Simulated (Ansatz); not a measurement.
## (AlAs)3(ZnSe)1 [001] superlattice, started as zinc blende: phonons and vibrational spectra

Aim: the vibrations of (AlAs)3(ZnSe)1 [001] superlattice, started as zinc blende, their spectra, and whether the structure is stable.

Calculated with Ansatz 0.2.0; DFT PBE, scalar-relativistic, plane waves, PAW.

The structure was built from a prototype and need not be the compound's stable phase.

## 1. Starting point

It takes space group Pmm2 (No. 25, orthorhombic). The conventional cell has a = 4.004 Å, b = 4.004 Å, c = 11.325 Å, α = 90.00°, β = 90.00°, γ = 90.00°. Nearest to Al lie 2 As at 2.45 Å and 2 Se at 2.45 Å. Nearest to Al lie 4 As at 2.45 Å. Al has 4 As at 2.45 Å nearest. As has 4 Al at 2.45 Å nearest. Nearest to As lie 4 Al at 2.45 Å. Nearest to As lie 2 Zn at 2.45 Å and 2 Al at 2.45 Å. Farther neighbours and most contacts between anions are not listed.

Coordinates:

```cif
data_structure
_symmetry_space_group_name_H-M 'Pmm2'
_symmetry_Int_Tables_number 25
_cell_length_a 4.0040
_cell_length_b 4.0040
_cell_length_c 11.3250
_cell_angle_alpha 90.000
_cell_angle_beta 90.000
_cell_angle_gamma 90.000
_cell_volume 181.56
loop_
_atom_site_label
_atom_site_type_symbol
_atom_site_symmetry_multiplicity
_atom_site_Wyckoff_symbol
_atom_site_fract_x
_atom_site_fract_y
_atom_site_fract_z
_atom_site_occupancy
Al1 Al 1 a 0.00000 0.00000 0.00000 1
Al2 Al 1 d 0.50000 0.50000 0.25000 1
Al3 Al 1 a 0.00000 0.00000 0.50000 1
As1 As 1 c 0.50000 0.00000 0.12500 1
As2 As 1 b 0.00000 0.50000 0.37500 1
As3 As 1 c 0.50000 0.00000 0.62500 1
Se1 Se 1 b 0.00000 0.50000 0.87500 1
Zn1 Zn 1 d 0.50000 0.50000 0.75000 1
```

## 2. Coarse relaxation

A rough relaxation comes first, because large forces or stress need no tight tolerances yet.

File input.yaml:

```yaml
crystal:
  lattice:
    - [2.83125, 2.83125, 0.0]
    - [-2.83125, 2.83125, 0.0]
    - [0.0, 0.0, 11.325]
  atoms:
    - { symbol: Al, position: [0.0, 0.0, 0.0] }
    - { symbol: Al, position: [0.5, 0.5, 0.25] }
    - { symbol: Al, position: [0.0, 0.0, 0.5] }
    - { symbol: As, position: [0.5, 0.0, 0.125] }
    - { symbol: As, position: [1.0, 0.5, 0.375] }
    - { symbol: As, position: [0.5, 0.0, 0.625] }
    - { symbol: Se, position: [1.0, 0.5, 0.875] }
    - { symbol: Zn, position: [0.5, 0.5, 0.75] }
kpoints:
  mp_grid: { grid: [6, 6, 2] }
hamiltonian:
  xc: pbe
scf:
  occupations: { method: gaussian, width: 0.1 }
output:
  forces: true
  stress: true
  eigenvalues: true
relax:
  adjacent_minimum: "off"
  f_tol: 0.05
  max_steps: 80
  cell: { stress_tol: 0.5 }
```

Launch:

```bash
$ ansatz run input.yaml --threads 4 --pin off --max-ram 14336MiB --backend cpu --events-out ev --progress --plain --runs-dir out
```

Numbers of over 12 decimals in the logs are rounded to 6 here.

The log of the run:

```text
The last accepted step is kept in <dir> (removed where the run ends without a failure and the disk answers)
Engine: ansatz 0.2.0, x86_64-unknown-linux-gnu
Pseudopotentials: kind: paw
Pseudopotential: Al, paw, valence charge 3, recommended cutoff 420 eV (normal), Al.paw.azcp
Pseudopotential: As, paw, valence charge 15, recommended cutoff 420 eV (normal), As.paw.azcp
[...]
- [-2.877139, 2.877139, 0]
    - [0, 0, 11.444353]
  atoms:
    - { symbol: Al, position: [0, 0, 0.00450275] }
    - { symbol: Al, position: [0.5, 0.500000, 0.253047] }
    - { symbol: Al, position: [0, 0, 0.502461] }
    - { symbol: As, position: [0.5, 0, 0.125703] }
    - { symbol: As, position: [1.000000, 0.500000, 0.375250] }
    - { symbol: As, position: [0.5, 0, 0.624331] }
    - { symbol: Se, position: [1.000000, 0.500000, 0.878831] }
    - { symbol: Zn, position: [0.5, 0.500000, 0.735874] }
[key lines of the parts left out:]
SCF converged after 6 iterations
Free energy (F): -24973.140311 eV
Fermi energy:    6.928286 eV
P = ⅓ Tr σ = 0.0070 GPa (0.070 kbar)
```

Wall time 26 s (4 threads of Intel Xeon Platinum 8375C at 2.90GHz (Ice Lake), shared host); peak memory 0.73 GiB.

The steps of the relaxation:

```csv
step,energy less that of the first step (eV),largest force component (eV/Å),pressure (GPa),volume (Å³)
1,0.0000,1.2486,2.43,181.56
2,-0.1564,0.3763,0.39,187.25
3,-0.1746,0.1066,-0.02,188.78
4,-0.1761,0.0202,0.00,188.85
5*,-0.1778,0.0202,0.01,188.85
```

Relaxation steps marked * repeat the geometry before them on a plane-wave basis chosen anew for their cell, so energy and pressure can jump there.

Forces are held to the 4 operations that the run works with; a distortion that breaks them can't arise in this run.

```csv
"conventional cell, symmetrised",before,after,change
a (Å),4.004,4.056,+1.3 %
b (Å),4.004,4.069,+1.6 %
c (Å),11.325,11.444,+1.1 %
volume (Å³/atom),22.70,23.61,+4.0 %
```

The atoms that moved most (Å, as changes of fractional coordinates times the final cell):

```csv
atom,dx,dy,dz,length
Zn8,0.000,0.000,-0.162,0.162
Al1,0.000,0.000,0.052,0.052
Se7,0.000,0.000,0.044,0.044
Al2,0.000,0.000,0.035,0.035
Al3,0.000,0.000,0.028,0.028
As4,0.000,0.000,0.008,0.008
As6,0.000,0.000,-0.008,0.008
```

Final coordinates:

```cif
data_structure
_symmetry_space_group_name_H-M 'P 1'
_symmetry_Int_Tables_number 1
_cell_length_a 4.0556
_cell_length_b 4.0689
_cell_length_c 11.4444
_cell_angle_alpha 90.000
_cell_angle_beta 90.000
_cell_angle_gamma 90.000
_cell_volume 188.85
loop_
_atom_site_label
_atom_site_type_symbol
_atom_site_fract_x
_atom_site_fract_y
_atom_site_fract_z
_atom_site_occupancy
Al1 Al 0.00000 0.00000 0.00450 1
Al2 Al 0.50000 0.50000 0.25305 1
Al3 Al 0.00000 0.00000 0.50246 1
As4 As 0.50000 0.00000 0.12570 1
As5 As 0.00000 0.50000 0.37525 1
As6 As 0.50000 0.00000 0.62433 1
Se7 Se 0.00000 0.50000 0.87883 1
Zn8 Zn 0.50000 0.50000 0.73587 1
```

Numbers from this step:

- pressure: 0.006960 GPa
- gap on the k-mesh: 0.9587 eV
- volume per atom: 23.61 Å³
- direct gap on mesh: 0.9587 eV

In this step the volume went from 22.70 to 23.61 Å³/atom.

## 3. Relaxation

Harmonic phonons are second derivatives at a point where the forces vanish, and they are wanted at zero stress, so atoms and cell are relaxed first.

File input.yaml:

```yaml
crystal:
  lattice:
    - [2.8677340977, 2.8677340977, 0.0]
    - [-2.8771392091, 2.8771392091, 0.0]
    - [0.0, 0.0, 11.4443530695]
  atoms:
    - { symbol: Al, position: [0.0, 0.0, 0.0045027523] }
    - { symbol: Al, position: [0.5, 0.5, 0.2530466796] }
    - { symbol: Al, position: [0.0, 0.0, 0.5024608422] }
    - { symbol: As, position: [0.5, 0.0, 0.1257033398] }
    - { symbol: As, position: [1.0, 0.5, 0.3752501561] }
    - { symbol: As, position: [0.5, 0.0, 0.6243312249] }
    - { symbol: Se, position: [1.0, 0.5, 0.8788305936] }
    - { symbol: Zn, position: [0.5, 0.5, 0.7358744115] }
kpoints:
  mp_grid: { grid: [6, 6, 2] }
hamiltonian:
  xc: pbe
scf:
  occupations: { method: gaussian, width: 0.02 }
output:
  forces: true
  stress: true
  eigenvalues: true
relax:
  adjacent_minimum: "off"
  f_tol: 0.005
  max_steps: 80
  cell: { stress_tol: 0.05 }
```

The log of the run:

```text
[...]
Crystal: 8 atoms, lattice volume = 188.852 Å³
Basis set: ecut = 420 eV, 3695 PW (Γ), exchange–correlation on 60×60×160 points (8 copies of the dense FFT grid, shifted against one another)
Bands: 50, of which v1, the nominal top of the filled ones, is band 41 counted from 1 (40 counted from 0)
Symmetry: 4 space group operations
[...]
k-points: 32 of 72
[...]
- [-3.1470651369394017e-19, 0, 11.441630]
  atoms:
    - { symbol: Al, position: [0, 0, 0.00446616] }
    - { symbol: Al, position: [0.500000, 0.500000, 0.252963] }
    - { symbol: Al, position: [0, 0, 0.502333] }
    - { symbol: As, position: [0.5, 0, 0.125810] }
    - { symbol: As, position: [1.000000, 0.5, 0.375309] }
    - { symbol: As, position: [0.5, 0, 0.624286] }
    - { symbol: Se, position: [1.000000, 0.5, 0.878992] }
    - { symbol: Zn, position: [0.500000, 0.500000, 0.735841] }
[key lines of the parts left out:]
SCF converged after 4 iterations
Free energy (F): -24973.140381 eV
Fermi energy:    6.920712 eV
P = ⅓ Tr σ = -0.0029 GPa (-0.029 kbar)
```

Elapsed: 19 s, on 4 threads; peak memory 0.75 GiB; 72 s of CPU time.

Little changed from the start: no atom moved by 0.005 Å and no cell edge by 0.1 %.

This step gave:

- pressure: -0.002937 GPa
- gap on the k-mesh: 0.9567 eV
- direct gap on mesh: 0.9567 eV

In this step the volume went from 23.61 to 23.61 Å³/atom.

## 4. Relaxing to small forces for the phonons

Phonons need a cell at rest on their own settings, so the relaxation is repeated with tight tolerances on forces and stress, using the mesh and the filling of the phonon run that follows.

File input.yaml:

```yaml
crystal:
  lattice:
    - [2.8688116504, 2.8688116504, 0.0]
    - [-2.8773152868, 2.8773152868, 0.0]
    - [0.0, 0.0, 11.441629886]
  atoms:
    - { symbol: Al, position: [0.0, 0.0, 0.0044661593] }
    - { symbol: Al, position: [0.5, 0.5, 0.2529632644] }
    - { symbol: Al, position: [0.0, 0.0, 0.5023330562] }
    - { symbol: As, position: [0.5, 0.0, 0.1258098285] }
    - { symbol: As, position: [1.0, 0.5, 0.3753085351] }
    - { symbol: As, position: [0.5, 0.0, 0.6242862667] }
    - { symbol: Se, position: [1.0, 0.5, 0.8789921918] }
    - { symbol: Zn, position: [0.5, 0.5, 0.735840698] }
kpoints:
  mp_grid: { grid: [8, 8, 2] }
hamiltonian:
  xc: pbe
scf:
  occupations: { method: fixed }
output:
  forces: true
  stress: true
  eigenvalues: true
relax:
  adjacent_minimum: "off"
  f_tol: 0.001
  max_steps: 60
  cell: { stress_tol: 0.01 }
```

The log of the run:

```text
[...]
Crystal: 8 atoms, lattice volume = 188.889 Å³
Basis set: ecut = 420 eV, 3695 PW (Γ), exchange–correlation on 60×60×160 points (8 copies of the dense FFT grid, shifted against one another)
Bands: 50, of which v1, the nominal top of the filled ones, is band 41 counted from 1 (40 counted from 0)
Symmetry: 4 space group operations
[...]
k-points: 50 of 128
[...]
- [0, 0, 11.454024]
  atoms:
    - { symbol: Al, position: [0, 0, 0.00443755] }
    - { symbol: Al, position: [0.500000, 0.500000, 0.252942] }
    - { symbol: Al, position: [0, 0, 0.502336] }
    - { symbol: As, position: [0.5, 0, 0.125796] }
    - { symbol: As, position: [1.000000, 0.500000, 0.375302] }
    - { symbol: As, position: [0.5, 0, 0.624333] }
    - { symbol: Se, position: [1.000000, 0.500000, 0.878977] }
    - { symbol: Zn, position: [0.500000, 0.500000, 0.735877] }
[key lines of the parts left out:]
SCF converged after 6 iterations
Free energy (F): -24973.153203 eV
Fermi energy:    6.443135 eV
P = ⅓ Tr σ = 0.0001 GPa (0.001 kbar)
```

Wall time 31 s (4 threads); peak memory 0.84 GiB.

The steps of the relaxation:

```csv
step,energy less that of the first step (eV),largest force component (eV/Å),pressure (GPa),volume (Å³)
1,0.0000,0.0060,0.00,188.89
2,-0.0001,0.0023,0.00,188.89
3,-0.0001,0.0007,0.00,188.89
4*,-0.0001,0.0007,0.00,188.89
```

Relaxation steps marked * repeat the geometry before them on a plane-wave basis chosen anew for their cell, so energy and pressure can jump there.

The run keeps the 4 symmetry operations that it works with, so distortions that break them were not tested.

```csv
"conventional cell, symmetrised",before,after,change
a (Å),4.057,4.055,-0.1 %
b (Å),4.069,4.067,-0.1 %
c (Å),11.442,11.454,+0.1 %
volume (Å³/atom),23.61,23.61,-0.0 %
```

Numbers from this step:

* pressure: 8.01e-5 GPa
* gap on the k-mesh: 0.9563 eV
* direct gap on mesh: 0.9563 eV

The largest force component left is 0.73 meV/Å and the pressure is 0.000 GPa, within the tolerances set. The cell now holds 23.61 Å³/atom.

(Continued in part 2 of 2.)

[Logs are printed without paths, hosts, clocks, repeated set-up lines and the standing remarks that a program may print on its own settings, such as how far it seeks lower states.]

[Hosts, paths, dates, database ids (printed as entryN), source tags and the programs' standing remarks are cut or masked in the printed files.]
